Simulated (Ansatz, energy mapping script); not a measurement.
# CsCrBr3 in the perovskite structure: exchange couplings from total energies, part 2 of 2

How strongly do the moments of CsCrBr3 in the perovskite structure couple under PBEsol+U (3.32 eV)? The plan is to run several orders and fit a Heisenberg model.

PBEsol with U = 3.32 eV on Cr d, ortho-atomic projectors; plane waves, U on orthogonalised atomic orbitals unless named otherwise, collinear spin, no spin–orbit coupling.

So far. Step 3 (Run 1 (parallel; cell A, 10 atoms)): The run ends ferromagnetic.

## Step 4: Compensated +− start in cell A (10 atoms)

This order reverses 4 of the 6 neighbours at 5.29 Å, counted for an average magnetic atom.

Contents of input.yaml:

```yaml
crystal:
  lattice:
    - [0.0, 0.0, 5.28960274]
    - [5.28960274, 5.28960274, 0.0]
    - [-5.28960274, 5.28960274, 0.0]
  atoms:
    - { symbol: Cs, position: [0.5, 0.0, 0.5] }
    - { symbol: Cs, position: [0.5, 0.5, 0.0] }
    - { symbol: Cr, position: [0.0, 0.0, 0.0], spin: 3.0 }
    - { symbol: Cr, position: [0.0, 0.5, 0.5], spin: -3.0 }
    - { symbol: Br, position: [0.5, 0.0, 0.0] }
    - { symbol: Br, position: [0.5, 0.5, 0.5] }
    - { symbol: Br, position: [0.0, 0.25, 0.25] }
    - { symbol: Br, position: [0.0, 0.75, 0.75] }
    - { symbol: Br, position: [0.0, 0.25, 0.75] }
    - { symbol: Br, position: [0.0, 0.75, 0.25] }
magnetization:
  spin_polarized: true
kpoints:
  mp_grid: { grid: [7, 5, 5] }
hamiltonian:
  xc: pbesol
  hubbard:
    sites:
      - { species: Cr, l: d, u_eff: 3.32 }
      - { site: 2, l: d, u_eff: 3.32, starting_ns: [{ spin: up, occupation_matrix: cr3_major }, { spin: down, occupation_matrix: cr3_minor }] }
      - { site: 3, l: d, u_eff: 3.32, starting_ns: [{ spin: up, occupation_matrix: cr4_minor }, { spin: down, occupation_matrix: cr4_major }] }
    projectors: ortho-atomic
    occupation_matrices:
      cr3_major:
        matrix:
          - [0.718, 0.0, 0.0, 0.0, 0.0]
          - [0.0, 0.995, 0.0, 0.0, 0.0]
          - [0.0, 0.0, 0.995, 0.0, 0.0]
          - [0.0, 0.0, 0.0, 0.709, 0.0]
          - [0.0, 0.0, 0.0, 0.0, 0.995]
      cr3_minor:
        matrix:
          - [0.108, 0.0, 0.0, 0.0, 0.0]
          - [0.0, 0.036, 0.0, 0.0, 0.0]
          - [0.0, 0.0, 0.036, 0.0, 0.0]
          - [0.0, 0.0, 0.0, 0.109, 0.0]
          - [0.0, 0.0, 0.0, 0.0, 0.036]
      cr4_major:
        matrix:
          - [0.718, 0.0, 0.0, 0.0, 0.0]
          - [0.0, 0.995, 0.0, 0.0, 0.0]
          - [0.0, 0.0, 0.995, 0.0, 0.0]
          - [0.0, 0.0, 0.0, 0.709, 0.0]
          - [0.0, 0.0, 0.0, 0.0, 0.995]
      cr4_minor:
        matrix:
          - [0.108, 0.0, 0.0, 0.0, 0.0]
          - [0.0, 0.036, 0.0, 0.0, 0.0]
          - [0.0, 0.0, 0.036, 0.0, 0.0]
          - [0.0, 0.0, 0.0, 0.109, 0.0]
          - [0.0, 0.0, 0.0, 0.0, 0.036]
scf:
  occupations: { method: fermi_dirac, width: 0.05 }
output:
  eigenvalues: true
  write_density: true
  write_potential: true
  elf: true
  volumetric_format: npy
```

Command:

```console
ansatz run input.yaml --threads 4 --pin off --max-ram 8192MiB --backend cpu --events-out ev --progress --plain --runs-dir out
```

Numbers of over 12 decimals in the logs are rounded to 6 here.

The log of the run:

```text
[...]
Crystal: 10 atoms, lattice volume = 296.005 Å³
Basis set: ecut = 420 eV, 5809 PW (Γ)
Bands: 57, of which v1, the nominal top of the filled ones, is band 44 counted from 1 (43 counted from 0)
Symmetry: 16 space group operations
[...]
k-points: 24 of 175
[...]
Starting moments: Σ|m| = 6 μB on 2 of 10 sites
Starting magnetic order: antiferromagnet; a translation exchanges its spin sublattices: spin-degenerate at every k-point
[...]
SCF iter   1: F=—  HF=-34297.474476 eV  |F-HF|=—  |Δ(HF+E_count)|=         —  Δρ=2.81e-2 (↑2.81e-2 ↓2.81e-2)  dr2=5.06e0  dr2_m=1.46e0  M=0.000 μB ∫|m|=8.480 μB  β_m=1.00  ethr=3.10e-3  ⟨swp⟩=8.3  Hψ=6207  notcnv=0  defer=61
[...]
SCF iter  16: F=-34296.632713 eV  HF=-34296.632713 eV  |F-HF|=4.00e-10  |Δ(HF+E_count)|=   9.55e-9  Δρ=3.12e-7 (↑3.12e-7 ↓3.12e-7)  dr2=2.63e-9  dr2_m=1.24e-11  M=0.000 μB ∫|m|=8.715 μB  ethr=6.57e-11  ⟨swp⟩=1.0  Hψ=3703  notcnv=0
SCF 1 converged in 16 iterations: F = -34296.632713 eV  dr2 = 2.63e-9
[...]
SCF converged after 16 iterations
an eigenvalue changed by more than its tolerance at an iteration that met the thresholds in force, so the SCF went on 1 time: the last check found none over its tolerance
Magnetization: 0.0000 μB (44.0000 up, 44.0000 down)
Absolute magnetization: 8.7123 μB (∫|ρ↑−ρ↓|, with the PAW one-centre terms)
[...]
Per-site moments (μB) at R_I (Å): [(-1.273073099299513e-16, 1.542880), (2.5221073539251123e-16, 1.542880), (3.717603, 1.090980565125), (-3.717603, 1.090981), (-0.049849, 1.090981), (0.049849, 1.090981), (-3.0516185969327853e-16, 1.090981), (3.4596483177970316e-16, 1.090980565125), (3.7072918481129575e-16, 1.090980565125), (-3.83002791670832e-16, 1.090980565125)]
Free energy (F): -34296.632713 eV
[...]
Internal energy: -34296.589549 eV  (E = F + TS)
E sigma→0 (E₀):  -34296.611131 eV
Entropy (-TS):   -0.043164 eV (-4.316 meV/atom)
Fermi energy:    5.411786 eV
[...]
--- Specified on-site occupations, and those of the state reported ---
  electrons in the specified blocks: 9.4740 specified, 9.4418 found
[...]
--- Band table (eV; the first three rows and the last of 48) ---
  k-point 0 ↑: bands = [... 40 lower, 3.8347, 3.8347, 4.1251, 4.4136, 5.4650, 7.9390, 8.8972, 9.1648, ... 9 higher]
  k-point 1 ↑: bands = [... 40 lower, 3.7614, 3.8630, 4.0097, 4.4481, 5.5002, 8.3008, 8.9091, 9.1798, ... 9 higher]
  k-point 2 ↑: bands = [... 40 lower, 3.7335, 3.7935, 3.9009, 4.4758, 5.5630, 8.9136, 9.0681, 9.2025, ... 9 higher]
  k-point 23 ↓: bands = [... 40 lower, 4.0048, 4.0346, 4.0951, 5.1334, 6.1994, 9.4492, 9.6647, 9.7206, ... 9 higher]
Occupation matrices written to <dir>
```

Wall time 16 s (4 threads of Arm Neoverse V1, shared host); peak memory 1.3 GiB.

Spin moment in the sphere by atom:

```csv
atom,spin moment in the sphere (μB)
Cs1,0.00
Cs2,0.00
Cr3,3.72
Cr4,-3.72
Br5,-0.05
Br6,0.05
Br7,0.00
Br8,0.00
Br9,0.00
Br10,0.00
```

The run ends antiferromagnetic, 256.94 meV a magnetic atom above the parallel order of its cell (energies taken at zero occupation width, not the printed F).

Spin density in the ac plane at fractional y = 0.000, with atoms of Cs and Cr and Br within 0.2 Å of it.

Ten even steps from '_' (-0.1 e/Å³) to '@' (5.0 e/Å³), each cell a mean:
```
##--______________________..++
::..________________________..
______________________________
______________________________
______________________________
______________________________
______________________________
______________________________
______________________________
______________________________
______________________________
______________________________
______________________________
______________________________
______________________________
______________________________
______________________________
______________________________
..____________________________
==::______________________..--
@@==______________________..**
```
Columns run along a (5.3 Å), rows up along c (7.5 Å). Atoms in or near the plane, at fractional coordinates: Cs at (0.50, 0.50), Cr at (0.00, 0.00), Br at (0.50, 0.00).

ELF in the ac plane at fractional y = 0.000, with atoms of Cs and Cr and Br within 0.2 Å of it. It is the smooth field of the valence electrons, not physical close to the nuclei.

Ten even steps from '_' (0.01) to '@' (0.93), each cell a mean:
```
@@##--::**%%==....##%%==..++%%
**==::..++%%%%##%%@@##--..--++
::......--##%%@@@@%%++::......
....____..--**####++::______..
____________........__________
______________....____________
__________--******++::________
________==%%@@@@@@%%**::______
______::##@@%%####@@@@++..____
______==%%@@++..::%%@@##::____
______++@@@@==__..##@@##::____
______--%%@@##==++%%@@**..____
______..++@@@@@@@@@@%%--______
________::**%%%%%%##==________
__________..::----::__________
______________________________
..________::--====--..________
........::**%%%%%%##==..__....
==--....==%%@@@@@@@@**--..::--
%%**::::**%%**--==%%%%==..==##
@@%%--::##%%::____**%%==..++@@
```
Columns run along a (5.3 Å), rows up along c (7.5 Å). Atoms in or near the plane, at fractional coordinates: Cs at (0.50, 0.50), Cr at (0.00, 0.00), Br at (0.50, 0.00).

## Step 5: Mapping onto a Heisenberg model

Each energy difference is a sum of couplings weighted by the pairs that the order reverses. A few near shells are fitted to the differences by least squares. Energies are those extrapolated to zero occupation width, not the free energies F.

The orders that converged (zero: parallel moments in the same cell):

| order | atoms | energy (meV a magnetic atom) | moments (μB) | moments kept as typed | opposed neighbours at 5.29 Å |
| --- | --- | --- | --- | --- | --- |
| parallel | 10 | 0.00 | 3.74 | yes | 0 |
| compensated +− | 10 | 256.94 | 3.72 | yes | 4 |

Fitted to E = −Σ J e·e over ordered pairs of unit vectors (J > 0 favours parallel moments):

```csv
pair,distance (Å),neighbours,J (meV)
Cr–Cr,5.29,6,32.1
```

Limits of this fit: with one coupling alone, temperatures are a scale of energy; one energy difference fixes this value, which holds the part of every shell that the order reverses.

In mean field these couplings order at 1491 K.

## Step 6: Finite temperature

Mean field ignores fluctuations and overstates the ordering temperature, so the model is also sampled. The heat capacity peaks where order sets in.

Classical unit spins with these couplings on 6×6×10 copies of a cell that holds the lowest order (720 spins), heat-bath sweeps, cooled from random directions, 1500 sweeps to settle and 4500 measured at each temperature, averaged over 4 runs.

| T (K) | order along the lowest pattern | net moment | heat capacity (k_B a spin) |
| --- | --- | --- | --- |
| 179 | 0.94 | 0.94 | 1.04 |
| 306 | 0.90 | 0.90 | 1.14 |
| 497 | 0.83 | 0.83 | 1.20 |
| 624 | 0.77 | 0.77 | 1.30 |
| 751 | 0.70 | 0.70 | 1.43 |
| 941 | 0.55 | 0.55 | 1.86 |
| 1005 | 0.48 | 0.48 | 2.15 |
| 1068 | 0.37 | 0.37 | 2.30 |
| 1195 | 0.16 | 0.16 | 0.95 |
| 1322 | 0.11 | 0.11 | 0.55 |
| 1513 | 0.08 | 0.08 | 0.36 |
| 1640 | 0.07 | 0.07 | 0.28 |

The smoothed heat capacity peaks at 1030 K.

## Step 7: Results

| Quantity | Value |
| --- | --- |
| lowest order tried | parallel |
| largest fitted value, Cr–Cr at 5.29 Å | 32.1 meV |
| ordering temperature, mean field | 1491 K |
| heat-capacity peak, Monte Carlo | 1030 K |

Of the orders tried, CsCrBr3 in the perovskite structure prefers parallel moments under PBEsol+U (3.32 eV). Orders that were not tried, spirals among them, may lie lower. The one fitted coupling is the Cr–Cr pair at 5.29 Å, ferromagnetic at 32 meV, across a ligand at about 180°. It also takes up the part of reversed shells that are not fitted, so neither its size nor its rank as a single path is established. The orders also reverse pairs at 7.48 Å, which are not fitted, so the fitted values hold their part too. No fitted order reverses the pairs at 9.16 and 10.58 Å, so their coupling is unknown and is set to zero in the model. 1 energy difference fixes 1 coupling with none to spare, so the fit tests nothing. In the fitted orders moments change by up to 0.5 % against the parallel run of the same cell, so their size stays put. Every order is gapless on its mesh at this level. In a metal exchange reaches farther, and a short model of fixed moments is less apt; where the compound is in fact an insulator, these couplings come from a wrongly metallic state. Monte Carlo puts the peak at 0.69 of the mean-field temperature, since mean field leaves out fluctuations. In tests on simple cubic and body-centred models such peaks lay 5 to 6 % under the bulk value. With one coupling alone these temperatures are a scale of energy; further couplings, frustrating ones above all, would move them. The cell was built from a prototype and relaxed; a distortion that needs a larger cell, or another structure that the compound may prefer, is not captured.

[Logs and program files are shortened in this print: banners, set-up blocks, solver, clock and traceback lines can be left out without a mark of their own.]

[Logs are printed without paths, hosts, clocks, repeated set-up lines and the standing remarks that a program may print on its own settings, such as how far it seeks lower states.]

[Hosts, paths, dates, database ids (printed as entryN), source tags and the programs' standing remarks are cut or masked in the printed files.]

[Where a cell is said to come from a database of computed structures, the database is the Materials Project.]
